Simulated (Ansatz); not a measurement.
# Dielectric function and optical constants of SiO2

What colour and refractive index does SiO2 have at this level of theory?

Program: Ansatz 0.2.0. Level of theory: DFT, PBE, plane-wave PAW, default files, scalar-relativistic, independent-particle optical response without local fields. Results are calculated unless marked as measured.

### 1. Starting point

It takes space group C2 (No. 5, monoclinic). The conventional cell has a = 8.515 Å, b = 4.917 Å, c = 5.407 Å, α = 90.00°, β = 90.00°, γ = 90.00°. Nearest to Si lie 4 O at 1.60 to 1.62 Å. Si has 4 O at 1.61 Å nearest. Nearest to O lie 2 Si at 1.61 to 1.62 Å. O has 2 Si at 1.60 to 1.61 Å nearest. O has 2 Si at 1.61 Å nearest. Farther neighbours and most contacts between anions are not listed.

### 2. Ground state and bands

First the ground state: is it a metal or has it a gap?

This step: DFT, PBE, plane-wave PAW, default files, scalar-relativistic, ground state (Ansatz 0.2.0).

The input, input.yaml:

```yaml
crystal:
  lattice:
    - [4.2573816869, -2.4585013378, 0.0]
    - [4.2573816869, 2.4585013378, 0.0]
    - [0.0, 0.0, 5.407]
  atoms:
    - { symbol: Si, position: [0.0, 0.5299, 0.8333] }
    - { symbol: Si, position: [0.52995, 0.47005, 0.5] }
    - { symbol: Si, position: [0.4701, 0.0, 0.1667] }
    - { symbol: O, position: [0.7321, 0.854, 0.9507] }
    - { symbol: O, position: [0.4139, 0.7329, 0.2853] }
    - { symbol: O, position: [0.146, 0.2679, 0.0493] }
    - { symbol: O, position: [0.5863, 0.1464, 0.3807] }
    - { symbol: O, position: [0.8536, 0.4137, 0.6193] }
    - { symbol: O, position: [0.2671, 0.5861, 0.7147] }
kpoints:
  mp_grid: { grid: [5, 5, 4] }
  band_path:
    path:
      - [[0.0, 0.0, 0.0], [0.3333673, -0.3333673, 0.0], [0.0, -0.5, 0.0], [0.0, -0.5, -0.5], [0.3333673, -0.3333673, -0.5], [0.0, 0.0, -0.5], [0.0, 0.0, 0.0], [-0.5, -0.5, 0.0], [-0.3333673, -0.6666327, 0.0], [-0.3333673, -0.6666327, -0.5], [-0.5, -0.5, -0.5], [-0.5, -0.5, 0.0]]
      - [[0.0, 0.0, -0.5], [-0.5, -0.5, -0.5]]
    npoints: 5
scf:
  occupations: { method: fermi_dirac, width: 0.05 }
  n_extra_bands: 13
hamiltonian:
  xc: pbe
  pseudopotentials: { kind: paw }
output:
  forces: true
  stress: true
  populations: true
  write_bands: true
```

Command:

```
ansatz run input.yaml --threads 4 --pin off --max-ram 8192MiB --backend cpu --events-out ev --progress --plain --runs-dir out
```

Numbers of over 12 decimals in the logs are rounded to 6 here.

Output:

```text
scf.n_extra_bands = 13 over 24 filled bands (N_el = 48.0): the run solves 37 bands
Engine: ansatz 0.2.0, x86_64-unknown-linux-gnu
Pseudopotentials: kind: paw
Pseudopotential: Si, paw, valence charge 4, recommended cutoff 420 eV (normal), Si.paw.azcp
Pseudopotential: O, paw, valence charge 6, recommended cutoff 420 eV (normal), O.paw.azcp
Functional definition: PBE
  parameter kappa = 0.804
  parameter beta = 0.066725
  exchange = pbe_x(kappa = kappa, mu = beta*pi^2/3)
  correlation = pbe_c(beta = beta)
Crystal: 9 atoms, lattice volume = 113.188 Å³
Basis set: ecut = 420 eV, 2209 PW (Γ), exchange–correlation on 72×72×80 points (8 copies of the dense FFT grid, shifted against one another)
Bands: 37, of which v1, the nominal top of the filled ones, is band 24 counted from 1 (23 counted from 0)
Symmetry: 2 space group operations
Space group: C2 (ITA 5), of the structure as read, at distance tolerance 4.8e-5 Å
k-points: 33 of 100 (time reversal used)
Non-local potential: Si, projectors of the file, l = 0: 2, l = 1: 2, l = 2: 2
Non-local potential: O, projectors of the file, l = 0: 2, l = 1: 2, l = 2: 1
PAW form: soft (Blöchl's): semilocal exchange-correlation on the pseudo side does not see the compensation charge
PAW one-centre angular grid: Si, 110 points (default); XC on 64 Gauss nodes
PAW one-centre angular grid: O, 110 points (default); XC on 64 Gauss nodes
Initial density: superposition of atomic densities (neutral atoms: chi_scale 0, normalization atom), corrected by the library's trained network
Initial wavefunctions: pseudopotential atomic-orbital guess
Functional: x = pbe(κ = 0.804, μ = 0.219515), c = pbe(β = 0.066725)
SCF iter   1: F=—  HF=-5322.118816 eV  |F-HF|=—  |Δ(HF+E_count)|=         —  Δρ=1.31e-3  dr2=9.96e-4  ethr=1.77e-3  ⟨swp⟩=6.3  Hψ=6384  notcnv=0  defer=67
preconditioner: auto → Resta (q_TF=auto, 2.365 Å⁻¹)  ε∞=2.8  [insulator: Δε(μ)=5.997 eV  Ē_g=17.851 eV  σ=0.050 eV  W_gap=1.00  n_scr=22 (ndim 8)  ℏωp=24.2 eV  f_vac=0.113  D(μ)=0.00/eV (n_scr^D=0)  ε∞_Penn≈2.8]
SCF iter   2: F=—  HF=-5322.121392 eV  |F-HF|=—  |Δ(HF+E_count)|=   2.58e-3  Δρ=5.81e-4  dr2=1.20e-4  ethr=2.08e-6  ⟨swp⟩=2.8  Hψ=2645  notcnv=0  defer=139
SCF iter   3: F=—  HF=-5322.121860 eV  |F-HF|=—  |Δ(HF+E_count)|=   4.67e-4  Δρ=2.21e-4  dr2=2.56e-5  ethr=2.51e-7  ⟨swp⟩=2.1  Hψ=1552  notcnv=0  defer=139
SCF iter   4: F=—  HF=-5322.121927 eV  |F-HF|=—  |Δ(HF+E_count)|=   6.73e-5  Δρ=4.09e-5  dr2=1.17e-6  ethr=5.34e-8  ⟨swp⟩=2.0  Hψ=1805  notcnv=0  defer=139
SCF iter   5: F=—  HF=-5322.121929 eV  |F-HF|=—  |Δ(HF+E_count)|=   2.02e-6  Δρ=1.26e-5  dr2=1.97e-7  ethr=2.43e-9  ⟨swp⟩=2.7  Hψ=1893  notcnv=0  defer=139
SCF iter   6: F=-5322.121930 eV  HF=-5322.121930 eV  |F-HF|=7.13e-9  |Δ(HF+E_count)|=   4.82e-7  Δρ=3.49e-6  dr2=1.09e-8  ethr=2.08e-10  ⟨swp⟩=11.6  Hψ=6764  notcnv=0
SCF 1 converged in 6 iterations: F = -5322.121930 eV  dr2 = 1.09e-8
  greatest PAW one-centre occupation: 0.863 electrons in one spin orbital (limit 2), on the O atom at site 8 (counted from 0), in its partial waves of l = 0
NSCF: frozen V_eff on 62 k-points
SCF converged after 6 iterations
Free energy (F): -5322.121930 eV
Harris-Foulkes:  -5322.121930 eV  (|F-HF|=7.13e-9)
Internal energy: -5322.121930 eV  (E = F + TS)
E sigma→0 (E₀):  -5322.121930 eV
Fermi energy:    5.601458 eV
--- Per-component energies (eV) ---
  E_band       = -205.533601
  E_kinetic    = 1210.988616
  E_local      = -2957.770773  (includes V_loc(G=0)·N_el)
  E_nonlocal   = 361.523025
  E_hartree    = 1061.337621
  E_xc         = -613.753899
  E_vxc        = -712.526330  (∫ρ·V_xc dr)
  E_paw        = -2494.342748  (= ΣΔE_a)
  E_vpaw       = -230.440315  (= ΣTr[D̂ρ^β])
  E_aug_tail   = 0.015661  (compensation charges beyond the density's cutoff)
  E_ewald      = -1890.119432
  E_smearing   = -0.000000  (= −TS)
  E_closure    = -0.000000  (closes the sum)
  Σ components = -5322.121930   (vs F -5322.121930, Δ=0.00e0)
--- Forces (eV/Å), atoms counted from 1 ---
  atom   1  Si    -0.11165295    -0.08416280     0.14009122
  atom   2  Si     0.00000000     0.07643047    -0.00000000
  atom   3  Si     0.11165295    -0.08416280    -0.14009122
  atom   4  O      0.25299836     0.31991662     0.00347272
  atom   5  O     -0.40547382     0.07172271    -0.04544349
  atom   6  O     -0.25299836     0.31991662    -0.00347272
  atom   7  O      0.04039655    -0.34569045     0.19120437
  atom   8  O     -0.04039655    -0.34569045    -0.19120437
  atom   9  O      0.40547382     0.07172271     0.04544349
  max |Σ_I F_I| component: 2.62e-6 eV/Å
--- Stress (GPa, compression-positive) ---
        7.345937       0.000000       0.226639
        0.000000       6.918917      -0.000000
        0.226657      -0.000000       6.720243
  P = ⅓ Tr σ = 6.9950 GPa (69.950 kbar)
--- Band table (eV; the first three rows and the last of 33) ---
  k-point 0: bands = [... 20 lower, 1.5435, 1.8414, 2.2095, 2.2216, 8.5258, 11.8282, 11.8463, 12.3187, ... 9 higher]
  k-point 1: bands = [... 20 lower, 1.4594, 1.9947, 2.3105, 2.4366, 9.1252, 11.7078, 11.7621, 11.8018, ... 9 higher]
  k-point 2: bands = [... 20 lower, 1.3252, 2.3154, 2.3168, 2.4474, 10.4816, 10.4830, 11.5911, 12.2797, ... 9 higher]
  k-point 32: bands = [... 20 lower, 1.6610, 1.7184, 1.9053, 2.1613, 11.4938, 12.1591, 12.3293, 12.4191, ... 9 higher]
--- Löwdin populations: 9 sites ---
  site symbol       q [e]
     0     Si      2.2001
     1     Si      2.1997
     2     Si      2.2001
     3      O      6.7920
     4      O      6.7916
     5      O      6.7920
     6      O      6.7919
     7      O      6.7919
     8      O      6.7916
  spilling = 0.013526 (of n_electrons = 48.000000)
```

Run time: 10 s. Hardware: 4 threads of Intel Xeon Platinum 8488C (Sapphire Rapids), shared host; peak memory 0.63 GiB.

Numbers from this step:

```
free energy                  : -5322.1219 eV
Fermi energy                 : 5.601 eV
gap by band count            : 6.000 eV
electrons                    : 48
symmetry operations          : 2
pressure                     : 6.995 GPa
gap on the k-mesh            : 6.000 eV
volume                       : 113.2 Å³
gap on the path              : 5.989 eV
least direct gap on the path : 6.304 eV
```

There is a gap, 5.99 eV on the path, so no carriers' term is needed. The cell is left with a pressure of 7.0 GPa and forces up to 0.41 eV/Å, as it stands unrelaxed at this level.

The electronic bands at the labelled points (eV, zero at the Fermi level; v1 is the highest filled band, c1 the lowest empty one):

| point | v4 | v3 | v2 | v1 | c1 | c2 | c3 | c4 |
| --- | --- | --- | --- | --- | --- | --- | --- | --- |
| Γ | -4.06 | -3.76 | -3.39 | -3.38 | 2.92 | 6.23 | 6.25 | 6.72 |
| 0.60 of the way | -4.04 | -3.85 | -3.33 | -3.14 | 4.45 | 6.31 | 6.43 | 6.94 |
| X | -4.29 | -3.50 | -3.50 | -3.06 | 5.85 | 5.86 | 6.35 | 7.31 |
| 0.40 of the way | -4.18 | -3.65 | -3.40 | -3.08 | 5.46 | 6.00 | 6.49 | 6.95 |
| S | -4.09 | -3.85 | -3.33 | -3.10 | 5.19 | 5.93 | 6.64 | 6.67 |
| 0.40 of the way | -4.01 | -3.82 | -3.44 | -3.16 | 5.38 | 5.99 | 6.50 | 6.96 |
| R | -3.95 | -3.90 | -3.67 | -3.26 | 5.85 | 6.32 | 6.61 | 6.77 |
| 0.40 of the way | -3.92 | -3.91 | -3.68 | -3.36 | 5.87 | 6.44 | 6.67 | 6.79 |
| A | -4.00 | -3.83 | -3.66 | -3.65 | 5.94 | 6.73 | 6.75 | 7.01 |
| 0.40 of the way | -4.08 | -3.68 | -3.52 | -3.35 | 5.55 | 5.83 | 6.47 | 6.90 |
| Z | -4.28 | -3.29 | -3.29 | -3.15 | 4.88 | 4.88 | 5.99 | 6.68 |
| 0.40 of the way | -4.19 | -3.55 | -3.25 | -3.16 | 3.76 | 5.94 | 6.13 | 6.17 |
| Γ | -4.06 | -3.76 | -3.39 | -3.38 | 2.92 | 6.23 | 6.25 | 6.72 |
| 0.40 of the way | -4.06 | -3.88 | -3.32 | -3.26 | 3.52 | 6.21 | 6.30 | 6.78 |
| Y | -4.09 | -3.84 | -3.33 | -3.11 | 5.19 | 5.92 | 6.64 | 6.66 |
| 0.40 of the way | -4.13 | -3.73 | -3.37 | -3.09 | 5.31 | 5.96 | 6.57 | 6.80 |
| X1 | -4.29 | -3.50 | -3.50 | -3.06 | 5.85 | 5.86 | 6.35 | 7.31 |
| 0.60 of the way | -4.03 | -3.65 | -3.62 | -3.34 | 5.88 | 6.28 | 6.61 | 7.09 |
| A1 | -4.00 | -3.83 | -3.66 | -3.65 | 5.94 | 6.73 | 6.75 | 7.01 |
| 0.60 of the way | -3.92 | -3.92 | -3.68 | -3.34 | 5.87 | 6.44 | 6.66 | 6.79 |
| T | -3.95 | -3.91 | -3.67 | -3.25 | 5.85 | 6.33 | 6.60 | 6.76 |
| 0.60 of the way | -4.01 | -3.82 | -3.45 | -3.16 | 5.38 | 5.99 | 6.50 | 6.95 |
| Y | -4.09 | -3.84 | -3.33 | -3.11 | 5.19 | 5.92 | 6.64 | 6.66 |
| jump to Z | -4.28 | -3.29 | -3.29 | -3.15 | 4.88 | 4.88 | 5.99 | 6.68 |
| 0.40 of the way | -4.19 | -3.45 | -3.42 | -3.20 | 5.14 | 5.23 | 6.21 | 6.68 |
| T | -3.95 | -3.91 | -3.67 | -3.25 | 5.85 | 6.33 | 6.60 | 6.76 |

### 3. Spectrum

With the density converged, the vertical transitions are summed over the zone.

This step: DFT, PBE, plane-wave PAW, default files, scalar-relativistic, independent-particle optical response without local fields (Ansatz 0.2.0).

input.yaml, the sections that differ from step 2:

```yaml
kpoints:
  mp_grid: { grid: [5, 5, 4] }
scf:
  occupations: { method: fixed }
output:
  optics:
    e_range: [0, 14]
    de: 0.05
    sigma: 0.1
    nscf_kmesh: { grid: [6, 6, 4] }
    bands: { spectra_wanted_up_to: 14 }
# crystal, hamiltonian: as in step 2
```

Output:

```text
[...]
Crystal: 9 atoms, lattice volume = 113.188 Å³
Basis set: ecut = 420 eV, 2209 PW (Γ)
Bands: 33, of which v1, the nominal top of the filled ones, is band 24 counted from 1 (23 counted from 0)
Symmetry: 2 space group operations
[...]
k-points: 33 of 100 (time reversal used)
[...]
SCF iter   1: F=—  HF=-5322.119865 eV  |F-HF|=—  |Δ(HF+E_count)|=         —  Δρ=1.31e-3  dr2=1.02e-3  ethr=1.77e-3  ⟨swp⟩=4.9  Hψ=4963  notcnv=0  defer=207
[...]
SCF iter  10: F=-5322.122128 eV  HF=-5322.122128 eV  |F-HF|=3.64e-12  |Δ(HF+E_count)|=  7.28e-12  Δρ=1.97e-8  dr2=3.34e-13  ethr=1.00e-12  ⟨swp⟩=12.0  Hψ=4533  notcnv=0
SCF 1 converged in 10 iterations: F = -5322.122128 eV  dr2 = 3.34e-13
[...]
NSCF: frozen V_eff on 47 k-points
[...]
output.optics: what the bands over the 57 summed would add to eps1, eps2 and the energy-loss function is held between a lower and an upper bound (7 Lanczos steps). eps1, eps2 and their loss function (loss_summed_bands) are given on every row as the summed bands alone make them. Along an axis, on a row where the two bounds hold the loss function to about 1 % of the greater of itself and 0.5 % of |1/eps|, its cell (loss_completed) is given, with the completed eps1 and eps2 that it is formed of (a cell that is left empty reads nan in the table and null in the record). The two bounds hold it so along every axis on all 281 rows up to 14.000 eV. [rest of the remark cut]
SCF converged after 10 iterations
Free energy (F): -5322.122128 eV
[...]
Internal energy: -5322.122128 eV  (E = F + TS)
E sigma→0 (E₀):  -5322.122128 eV
Fermi energy:    2.525380 eV
[...]
--- Band table (eV; the first three rows and the last of 33) ---
  k-point 0: bands = [... 20 lower, 1.5434, 1.8414, 2.2095, 2.2216, 8.5258, 11.8282, 11.8462, 12.3187, ... 5 higher]
  k-point 1: bands = [... 20 lower, 1.4594, 1.9947, 2.3105, 2.4366, 9.1252, 11.7077, 11.7621, 11.8018, ... 5 higher]
  k-point 2: bands = [... 20 lower, 1.3252, 2.3154, 2.3168, 2.4474, 10.4816, 10.4830, 11.5910, 12.2797, ... 5 higher]
  k-point 32: bands = [... 20 lower, 1.6610, 1.7184, 1.9053, 2.1612, 11.4937, 12.1591, 12.3293, 12.4191, ... 5 higher]
```

Elapsed: 35 s, on 4 threads; peak memory 1.6 GiB; 2.3 min of CPU time.

Read-outs, printed or worked out from the files:

| Property | Result |
| --- | --- |
| electronic dielectric constant ε∞, mean over x, y and z (by symmetry where fewer were run) | 2.567 |
| absorption onset, first axis (α over 10⁴ cm⁻¹, or the direct gap if that lies higher) | 7.372 eV |
| main peak of Im epsilon, first axis | 10.30 eV |
| least direct gap on the mesh | 6.304 eV |
| bands summed | 57 |
| spectra valid up to | 22.47 eV |
| program's estimate of the k-sum error in Im epsilon | 0.12 % |
| electrons in the f-sum | 25.30 |

The Im ε has structure finer than the step of the table below, so its rows give means over 0.5 eV, whole bins alone (the curve runs from 0 to 14 eV). Peaks (eV: height): E ∥ x 10.30: 3.92, 12.30: 2.79; E ∥ y 10.30: 3.88, 12.30: 2.80; E ∥ z 9.90: 3.64, 10.90: 3.05, 11.85: 3.33, 12.90: 2.81.

Im ε against photon energy; means over each step:

| photon energy (eV) | E ∥ x | E ∥ y | E ∥ z |
| --- | --- | --- | --- |
| 6.0 | 2.4e-5 | 3.7e-5 | 0 |
| 6.5 | 0.00239 | 0.00283 | 7.2e-4 |
| 7.0 | 0.0145 | 0.0163 | 0.00661 |
| 7.5 | 0.194 | 0.193 | 0.199 |
| 8.0 | 0.591 | 0.591 | 0.621 |
| 8.5 | 0.867 | 0.871 | 0.921 |
| 9.0 | 1.32 | 1.34 | 1.57 |
| 9.5 | 2.41 | 2.42 | 3.39 |
| 10.0 | 3.27 | 3.25 | 3.35 |
| 10.5 | 3.52 | 3.54 | 2.39 |
| 11.0 | 2.90 | 2.95 | 2.68 |
| 11.5 | 2.39 | 2.38 | 2.25 |
| 12.0 | 2.54 | 2.53 | 2.81 |
| 12.5 | 2.57 | 2.59 | 2.32 |
| 13.0 | 2.26 | 2.26 | 2.57 |
| 13.5 | 2.30 | 2.30 | 1.99 |

Table of Re ε by photon energy:

| photon energy (eV) | E ∥ x | E ∥ y | E ∥ z |
| --- | --- | --- | --- |
| 0.0 | 2.56 | 2.56 | 2.58 |
| 0.5 | 2.56 | 2.56 | 2.58 |
| 1.0 | 2.57 | 2.57 | 2.59 |
| 1.5 | 2.58 | 2.58 | 2.60 |
| 2.0 | 2.6 | 2.60 | 2.62 |
| 2.5 | 2.62 | 2.62 | 2.64 |
| 3.0 | 2.65 | 2.65 | 2.67 |
| 3.5 | 2.69 | 2.69 | 2.71 |
| 4.0 | 2.74 | 2.74 | 2.76 |
| 4.5 | 2.79 | 2.80 | 2.81 |
| 5.0 | 2.86 | 2.87 | 2.89 |
| 5.5 | 2.95 | 2.96 | 2.98 |
| 6.0 | 3.07 | 3.07 | 3.10 |
| 6.5 | 3.22 | 3.23 | 3.26 |
| 7.0 | 3.46 | 3.46 | 3.50 |
| 7.5 | 3.92 | 3.93 | 4.02 |
| 8.0 | 4.03 | 4.04 | 4.13 |
| 8.5 | 4.20 | 4.21 | 4.35 |
| 9.0 | 4.58 | 4.59 | 4.96 |
| 9.5 | 4.60 | 4.60 | 4.18 |
| 10.0 | 4.12 | 4.12 | 2.52 |
| 10.5 | 2.44 | 2.49 | 2.67 |
| 11.0 | 1.75 | 1.71 | 1.95 |
| 11.5 | 1.97 | 1.91 | 2.40 |
| 12.0 | 2.19 | 2.25 | 1.71 |
| 12.5 | 1.62 | 1.62 | 2.12 |
| 13.0 | 1.53 | 1.51 | 1.45 |
| 13.5 | 1.81 | 1.82 | 1.66 |
| 14.0 | 1.78 | 1.77 | 1.91 |

The refractive index n and extinction k by photon energy:

| photon energy (eV) | n, E ∥ x | k, E ∥ x | n, E ∥ y | k, E ∥ y |
| --- | --- | --- | --- | --- |
| 0.0 | 1.60 | 0 | 1.60 | 0 |
| 0.5 | 1.60 | 0 | 1.60 | 0 |
| 1.0 | 1.60 | 0 | 1.60 | 0 |
| 1.5 | 1.61 | 0 | 1.61 | 0 |
| 2.0 | 1.61 | 0 | 1.61 | 0 |
| 2.5 | 1.62 | 0 | 1.62 | 0 |
| 3.0 | 1.63 | 0 | 1.63 | 0 |
| 3.5 | 1.64 | 0 | 1.64 | 0 |
| 4.0 | 1.65 | 0 | 1.65 | 0 |
| 4.5 | 1.67 | 0 | 1.67 | 0 |
| 5.0 | 1.69 | 0 | 1.69 | 0 |
| 5.5 | 1.72 | 0 | 1.72 | 0 |
| 6.0 | 1.75 | 0 | 1.75 | 0 |
| 6.5 | 1.80 | 6.8e-4 | 1.80 | 8.1e-4 |
| 7.0 | 1.86 | 0.00338 | 1.86 | 0.00389 |
| 7.5 | 1.98 | 0.0425 | 1.98 | 0.0413 |
| 8.0 | 2.01 | 0.148 | 2.02 | 0.147 |
| 8.5 | 2.06 | 0.209 | 2.06 | 0.210 |
| 9.0 | 2.16 | 0.296 | 2.16 | 0.300 |
| 9.5 | 2.22 | 0.551 | 2.21 | 0.550 |
| 10.0 | 2.17 | 0.765 | 2.17 | 0.763 |
| 10.5 | 1.82 | 0.931 | 1.83 | 0.931 |
| 11.0 | 1.61 | 0.920 | 1.61 | 0.942 |
| 11.5 | 1.60 | 0.761 | 1.58 | 0.765 |
| 12.0 | 1.68 | 0.802 | 1.70 | 0.800 |
| 12.5 | 1.52 | 0.836 | 1.53 | 0.841 |
| 13.0 | 1.45 | 0.762 | 1.45 | 0.765 |
| 13.5 | 1.55 | 0.764 | 1.55 | 0.766 |
| 14.0 | 1.51 | 0.709 | 1.51 | 0.709 |

The reflectivity at normal incidence has structure finer than the step of the table below, so its rows give means over 0.5 eV, whole bins alone (the curve runs from 0 to 14 eV). Peaks (eV: height): E ∥ x 10.30: 19.7, 12.30: 14.8, 13.60: 13.0; E ∥ y 10.30: 19.6, 12.30: 14.9, 13.60: 13.2; E ∥ z 9.30: 19.9, 10.90: 15.9, 11.85: 17.4, 13.00: 15.2.

Table of reflectivity at normal incidence by photon energy; means over each step:

| photon energy (eV) | E ∥ x (%) | E ∥ y (%) | E ∥ z (%) |
| --- | --- | --- | --- |
| 0.5 | 5.34 | 5.35 | 5.41 |
| 1.0 | 5.37 | 5.38 | 5.44 |
| 1.5 | 5.42 | 5.43 | 5.49 |
| 2.0 | 5.50 | 5.50 | 5.57 |
| 2.5 | 5.60 | 5.60 | 5.67 |
| 3.0 | 5.72 | 5.73 | 5.80 |
| 3.5 | 5.88 | 5.89 | 5.96 |
| 4.0 | 6.08 | 6.09 | 6.16 |
| 4.5 | 6.32 | 6.33 | 6.41 |
| 5.0 | 6.61 | 6.62 | 6.71 |
| 5.5 | 6.99 | 7.00 | 7.10 |
| 6.0 | 7.46 | 7.48 | 7.59 |
| 6.5 | 8.11 | 8.12 | 8.25 |
| 7.0 | 9.05 | 9.07 | 9.24 |
| 7.5 | 10.7 | 10.7 | 11.0 |
| 8.0 | 11.5 | 11.6 | 11.9 |
| 8.5 | 12.4 | 12.5 | 13.0 |
| 9.0 | 14.3 | 14.4 | 16.0 |
| 9.5 | 16.6 | 16.6 | 18.9 |
| 10.0 | 18.1 | 18.0 | 17.3 |
| 10.5 | 18.0 | 18.1 | 12.8 |
| 11.0 | 15.4 | 15.6 | 14.1 |
| 11.5 | 12.5 | 12.5 | 12.0 |
| 12.0 | 13.4 | 13.3 | 14.9 |
| 12.5 | 13.8 | 13.9 | 12.2 |
| 13.0 | 12.2 | 12.2 | 14.2 |
| 13.5 | 12.2 | 12.2 | 10.5 |

The loss function −Im 1/ε at q → 0 has structure finer than the step of the table below, so its rows give means over 0.5 eV, whole bins alone (the curve runs from 0 to 14 eV). Peaks (eV: height): E ∥ x 11.10: 0.262, 12.90: 0.309, 13.85: 0.314; E ∥ y 11.10: 0.267, 12.90: 0.311, 13.85: 0.316; E ∥ z 10.25: 0.236, 11.30: 0.248, 12.35: 0.292, 13.20: 0.355.

The loss function −Im 1/ε at q → 0 by energy loss; means over each step:

| energy loss (eV) | E ∥ x | E ∥ y | E ∥ z |
| --- | --- | --- | --- |
| 6.0 | 2.4e-6 | 3.8e-6 | 0 |
| 6.5 | 2.3e-4 | 2.7e-4 | 6.6e-5 |
| 7.0 | 0.00117 | 0.00132 | 5.2e-4 |
| 7.5 | 0.0124 | 0.0123 | 0.0121 |
| 8.0 | 0.0354 | 0.0353 | 0.0353 |
| 8.5 | 0.0469 | 0.0469 | 0.0462 |
| 9.0 | 0.0574 | 0.0577 | 0.0549 |
| 9.5 | 0.0911 | 0.0917 | 0.116 |
| 10.0 | 0.122 | 0.122 | 0.190 |
| 10.5 | 0.186 | 0.184 | 0.197 |
| 11.0 | 0.241 | 0.242 | 0.218 |
| 11.5 | 0.248 | 0.252 | 0.208 |
| 12.0 | 0.228 | 0.226 | 0.245 |
| 12.5 | 0.272 | 0.272 | 0.256 |
| 13.0 | 0.299 | 0.302 | 0.292 |
| 13.5 | 0.281 | 0.281 | 0.302 |

Optical constants at common wavelengths, from n + ik = √ε:

| wavelength (nm) | n x | k x | R (%) x | 1/α x | n y | k y | R (%) y | 1/α y |
| --- | --- | --- | --- | --- | --- | --- | --- | --- |
| 1064 | 1.60 | 0.000 | 5.4 | over 1 mm | 1.60 | 0.000 | 5.4 | over 1 mm |
| 800 | 1.61 | 0.000 | 5.4 | over 1 mm | 1.61 | 0.000 | 5.4 | over 1 mm |
| 633 | 1.61 | 0.000 | 5.5 | over 1 mm | 1.61 | 0.000 | 5.5 | over 1 mm |
| 532 | 1.62 | 0.000 | 5.6 | over 1 mm | 1.62 | 0.000 | 5.6 | over 1 mm |
| 450 | 1.62 | 0.000 | 5.7 | over 1 mm | 1.62 | 0.000 | 5.7 | over 1 mm |
| 308 | 1.65 | 0.000 | 6.1 | over 1 mm | 1.66 | 0.000 | 6.1 | over 1 mm |
| 248 | 1.69 | 0.000 | 6.6 | over 1 mm | 1.69 | 0.000 | 6.6 | over 1 mm |

A film 1 µm thick would pass 89 % of daylight and look colourless in transmission (x = 0.313, y = 0.329).

The f-sum over the summed bands holds 25.3 of the cell's 48 electrons outside the frozen cores, 12 of which lie in bands more than 12 eV below the Fermi level, whose transitions come at higher energies. Up to 14 eV the strength has a mean oscillator energy of 11.1 eV, and these transitions give 53 % of ε∞ − 1 along x; the rest comes from higher ones.

(Continued in part 2 of 2.)

[Logs are printed without paths, hosts, clocks, repeated set-up lines and the standing remarks that a program may print on its own settings, such as how far it seeks lower states.]

[Hosts, paths, dates, database ids (printed as entryN), source tags and the programs' standing remarks are cut or masked in the printed files.]
